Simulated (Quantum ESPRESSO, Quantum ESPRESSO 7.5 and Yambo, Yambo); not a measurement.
## A GW chain in Yambo: BaTiO3 (P4mm)

How does a plane-wave GW calculation on BaTiO3 (P4mm) run from the first input to the gap?

Calculated with Quantum ESPRESSO 7.5 and Yambo 5.3.0; PBE and many-body steps on it, plane waves.

### Step 1. The structure

It takes space group P4mm (No. 99, tetragonal). The conventional cell has a = 3.990 Å, b = 3.990 Å, c = 4.023 Å, α = 90.00°, β = 90.00°, γ = 90.00°. Nearest to Ba lie 12 O at 2.80 to 2.87 Å. Nearest to Ti lie 6 O at 1.84 to 2.18 Å. Nearest to O lie 2 Ti at 1.84 to 2.18 Å and 4 Ba at 2.82 Å. Nearest to O lie 2 Ti at 2.00 Å and 4 Ba at 2.80 to 2.87 Å. Farther neighbours and most contacts between anions are not listed.

The cell and positions come from the Crystallography Open Database and are kept as given unless a step says otherwise.

### Step 2. Ground state

This step: Quantum ESPRESSO 7.5; DFT, PBE with spin-orbit coupling, plane waves, norm-conserving pseudopotentials.

The ground-state density comes first.

Contents of pw.in:

```
&control
  calculation = 'scf'
  prefix = 'x'
  outdir = 'o'
  pseudo_dir = 'pseudo'
  tprnfor = .true.
  tstress = .true.
/
&system
  ibrav = 0
  nat = 5
  ntyp = 3
  ecutwfc = 76.0
  nbnd = 52
  force_symmorphic = .true.
  noncolin = .true.
  lspinorb = .true.
/
&electrons
  conv_thr = 1e-10
  electron_maxstep = 80
  mixing_beta = 0.5
/
ATOMIC_SPECIES
  Ba 137.33 Ba.upf
  Ti 47.867 Ti.upf
  O 15.999 O.upf
CELL_PARAMETERS angstrom
  3.9904800000 0.0000000000 0.0000000000
  0.0000000000 3.9904800000 0.0000000000
  0.0000000000 0.0000000000 4.0230300000
ATOMIC_POSITIONS crystal
  Ba 0.0000000000 0.0000000000 0.0000000000
  Ti 0.5000000000 0.5000000000 0.5220000000
  O 0.5000000000 0.5000000000 0.9790000000
  O 0.5000000000 0.0000000000 0.4880000000
  O 0.0000000000 0.5000000000 0.4880000000
K_POINTS automatic
  6 6 6 0 0 0
```

Run with:

```console
OMP_NUM_THREADS=1 mpirun -n 8 pw.x -nk 8 -in pw.in > pw.out
```

Output:

```text
Program PWSCF v.7.5 starts

     This program is part of the open-source Quantum ESPRESSO suite
     for quantum simulation of materials; please cite
         "P. Giannozzi et al., J. Phys.:Condens. Matter 21 395502 (2009);
         "P. Giannozzi et al., J. Phys.:Condens. Matter 29 465901 (2017);
         "P. Giannozzi et al., J. Chem. Phys. 152 154105 (2020);
     in publications or presentations arising from this work. More details at
     Message from routine setup:
     using ibrav=0 with symmetry is DISCOURAGED, use correct ibrav instead

     G-vector sticks info

     bravais-lattice index     =            0
     lattice parameter (alat)  =       7.5409  a.u.
     unit-cell volume          =     432.3148 (a.u.)^3
     number of atoms/cell      =            5
     number of atomic types    =            3
     number of electrons       =        40.00
     number of Kohn-Sham states=           52
     kinetic-energy cutoff     =      76.0000  Ry
     charge density cutoff     =     304.0000  Ry
     scf convergence threshold =      1.0E-10
     mixing beta               =       0.5000
     number of iterations used =            8  plain     mixing
     Exchange-correlation= PBE
                           (   1   4   3   4   0   0   0)
     Non magnetic calculation with spin-orbit

     celldm(1)=   7.540914  celldm(2)=   0.000000  celldm(3)=   0.000000
     celldm(4)=   0.000000  celldm(5)=   0.000000  celldm(6)=   0.000000

     crystal axes: (cart. coord. in units of alat)
               a(1) = (   1.000000   0.000000   0.000000 )
               a(2) = (   0.000000   1.000000   0.000000 )
               a(3) = (   0.000000   0.000000   1.008157 )

     reciprocal axes: (cart. coord. in units 2 pi/alat)
               b(1) = (  1.000000  0.000000  0.000000 )
               b(2) = (  0.000000  1.000000  0.000000 )
               b(3) = (  0.000000  0.000000  0.991909 )
     Pseudo is Norm-conserving + core correction, Zval = 10.0
     Generated using ONCVPSP code by D. R. Hamann
     Using radial grid of 1958 points, 10 beta functions with:
     Pseudo is Norm-conserving + core correction, Zval = 12.0
     Generated using ONCVPSP code by D. R. Hamann
     Using radial grid of 1586 points, 10 beta functions with:
     Pseudo is Norm-conserving + core correction, Zval =  6.0
     Generated using ONCVPSP code by D. R. Hamann
     Using radial grid of  936 points,  8 beta functions with:
     Ba               10.00   137.33000     Ba( 1.00)
     Ti               12.00    47.86700     Ti( 1.00)
     O                 6.00    15.99900     O ( 1.00)

      8 Sym. Ops. (no inversion) found

   Cartesian axes

     site n.     atom                  positions (alat units)
         1        Ba     tau(   1) = (   0.0000000   0.0000000   0.0000000  )
         2        Ti     tau(   2) = (   0.5000000   0.5000000   0.5262579  )
         3        O      tau(   3) = (   0.5000000   0.5000000   0.9869856  )
         4        O      tau(   4) = (   0.5000000   0.0000000   0.4919806  )
         5        O      tau(   5) = (   0.0000000   0.5000000   0.4919806  )

     number of k points=    40
                       cart. coord. in units 2pi/alat
        k(    1) = (   0.0000000   0.0000000   0.0000000), wk =   0.0046296
        k(    2) = (   0.0000000   0.0000000   0.1653182), wk =   0.0092593
        k(    3) = (   0.0000000   0.0000000   0.3306364), wk =   0.0092593
        k(    4) = (   0.0000000   0.0000000  -0.4959545), wk =   0.0046296
        k(    5) = (   0.0000000   0.1666667   0.0000000), wk =   0.0185185
        k(    6) = (   0.0000000   0.1666667   0.1653182), wk =   0.0370370
        k(    7) = (   0.0000000   0.1666667   0.3306364), wk =   0.0370370
        k(    8) = (   0.0000000   0.1666667  -0.4959545), wk =   0.0185185
        k(    9) = (   0.0000000   0.3333333   0.0000000), wk =   0.0185185
        k(   10) = (   0.0000000   0.3333333   0.1653182), wk =   0.0370370
     [... 28 further rows ...]
        k(   39) = (  -0.5000000  -0.5000000   0.3306364), wk =   0.0092593
        k(   40) = (  -0.5000000  -0.5000000  -0.4959545), wk =   0.0046296

     Dense  grid:    38715 G-vectors     FFT dimensions: (  45,  45,  45)

     Initial potential from superposition of free atoms

     starting charge      39.9818, renormalised to      40.0000
     Starting wfcs are   54 randomized atomic wfcs

     per-process dynamical memory:    98.1 Mb

     Self-consistent Calculation

     iteration #  1     ecut=    76.00 Ry     beta= 0.50

     total energy              =    -273.99665562 Ry
     estimated scf accuracy    <       1.90667926 Ry

     iteration #  2     ecut=    76.00 Ry     beta= 0.50

     total energy              =    -273.55956942 Ry
     estimated scf accuracy    <       6.24853500 Ry

     iteration #  3     ecut=    76.00 Ry     beta= 0.50

     total energy              =    -274.79933518 Ry
     estimated scf accuracy    <       0.32167305 Ry

     iteration #  4     ecut=    76.00 Ry     beta= 0.50

     total energy              =    -274.74990492 Ry
     estimated scf accuracy    <       0.13467354 Ry

     iteration #  5     ecut=    76.00 Ry     beta= 0.50

     total energy              =    -274.78492433 Ry
     estimated scf accuracy    <       0.01678005 Ry

     iteration #  6     ecut=    76.00 Ry     beta= 0.50

     total energy              =    -274.78331227 Ry
     estimated scf accuracy    <       0.00727618 Ry

     iteration #  7     ecut=    76.00 Ry     beta= 0.50

     total energy              =    -274.78398697 Ry
     estimated scf accuracy    <       0.00023183 Ry

     iteration #  8     ecut=    76.00 Ry     beta= 0.50

     total energy              =    -274.78408039 Ry
     estimated scf accuracy    <       0.00014726 Ry

     iteration #  9     ecut=    76.00 Ry     beta= 0.50

     total energy              =    -274.78407515 Ry
     estimated scf accuracy    <       0.00003294 Ry

     iteration # 10     ecut=    76.00 Ry     beta= 0.50

     total energy              =    -274.78408088 Ry
     estimated scf accuracy    <       0.00000008 Ry

     iteration # 11     ecut=    76.00 Ry     beta= 0.50

     total energy              =    -274.78408094 Ry
     estimated scf accuracy    <       0.00000002 Ry

     iteration # 12     ecut=    76.00 Ry     beta= 0.50

     total energy              =    -274.78408094 Ry
     estimated scf accuracy    <          7.1E-09 Ry

     iteration # 13     ecut=    76.00 Ry     beta= 0.50

     total energy              =    -274.78408094 Ry
     estimated scf accuracy    <          1.9E-10 Ry

     iteration # 14     ecut=    76.00 Ry     beta= 0.50

     End of self-consistent calculation

          k = 0.0000 0.0000 0.0000 (  4865 PWs)   bands (ev):

   -45.9781 -45.9781 -22.6814 -22.6814 -22.0474 -22.0474 -21.9997 -21.9997
   -14.3260 -14.3260  -6.4050  -6.4050  -5.7841  -5.7841  -5.6634  -5.6634
    -0.8610  -0.8610   1.0536   1.0536   1.0538   1.0538   8.0002   8.0002
     8.2093   8.2093   8.2302   8.2302   9.0840   9.0840   9.0995   9.0995
     9.3165   9.3165  10.0075  10.0075  10.1356  10.1356  10.1717  10.1717
    12.3485  12.3485  12.7047  12.7047  12.7289  12.7289  14.6216  14.6216
    14.8212  14.8212  15.4527  15.4528

          k = 0.0000 0.0000 0.1653 (  4845 PWs)   bands (ev):

   -45.9778 -45.9778 -22.6857 -22.6857 -22.0553 -22.0553 -21.9992 -21.9992
   -14.2977 -14.2977  -6.4045  -6.4045  -5.7855  -5.7855  -5.6551  -5.6551
    -0.8035  -0.8035   1.0974   1.0974   1.1451   1.1451   7.6464   7.6464
     8.0262   8.0262   8.1353   8.1353   8.8263   8.8263   8.8620   8.8620
[...]
15.4203  15.4203  15.9432  15.9432

          k = 0.0000 0.0000 0.3306 (  4857 PWs)   bands (ev):

[...]
-14.2399 -14.2399  -6.5092  -6.5092  -5.6624  -5.6624  -5.6383  -5.6383
    -0.6950  -0.6950   1.1884   1.1884   1.3332   1.3332   6.7856   6.7856
     7.8106   7.8106   7.8601   7.8601   8.4801   8.4801   8.5792   8.5792
     8.7043   8.7043   8.8561   8.8561   9.8436   9.8436   9.8904   9.8904
    12.4611  12.4611  13.8261  13.8261  13.8504  13.8504  14.6199  14.6199
    16.3185  16.3185  17.2751  17.2759

          k = 0.0000 0.0000-0.4960 (  4846 PWs)   bands (ev):

     [... further k-points ...]

     highest occupied, lowest unoccupied level (ev):    10.4978   12.3485

!    total energy              =    -274.78408094 Ry
     estimated scf accuracy    <          5.5E-12 Ry

     The total energy is the sum of the following terms:
     one-electron contribution =     -71.54918896 Ry
     hartree contribution      =      59.90235455 Ry
     xc contribution           =     -56.15208559 Ry
     ewald contribution        =    -206.98516095 Ry

     convergence has been achieved in  14 iterations

     Forces acting on atoms (cartesian axes, Ry/au):

     atom    1 type  1   force =     0.00000000    0.00000000    0.00563188
     atom    2 type  2   force =     0.00000000    0.00000000   -0.00752861
     atom    3 type  3   force =     0.00000000    0.00000000    0.00005486
     atom    4 type  3   force =     0.00000000    0.00000000    0.00092094
     atom    5 type  3   force =     0.00000000    0.00000000    0.00092094

     Total force =     0.009492     Total SCF correction =     0.000001

     Computing stress (Cartesian axis) and pressure

          total   stress  (Ry/bohr**3)                   (kbar)     P=       39.67
   0.00021855   0.00000000   0.00000000           32.15        0.00        0.00
   0.00000000   0.00021855   0.00000000            0.00       32.15        0.00
   0.00000000   0.00000000   0.00037194            0.00        0.00       54.71

     XML data file, charge density, pseudopotentials, collected wavefunctions

=------------------------------------------------------------------------------=
   JOB DONE.
=------------------------------------------------------------------------------=
```

It took 2.9 min on 8 MPI ranks of Arm Neoverse N1, shared host; peak memory 1.3 GiB.

This step gave:

```
total energy               : -3738.6279 eV
gap                        : 1.851 eV
k of the valence top       : -0.5, -0.5, -0.5
k of the conduction bottom : 0, 0, 0
least direct gap           : 2.177 eV
pressure                   : 3.967 GPa
```

The gap is indirect, with the least direct gap 0.33 eV higher.

(Part 1 of 3 ends here.)

[Paths, hosts, dates, memory and timing lines, banners, echoed tables and standing remarks are left out of the program output.]

[Logs are printed without paths, hosts, clocks, repeated set-up lines and the standing remarks that a program may print on its own settings, such as how far it seeks lower states.]

[Runs of the session that timed out or met a known fault of the program may be left out.]

[Hosts, paths, dates, database ids (printed as entryN), source tags and the programs' standing remarks are cut or masked in the printed files.]
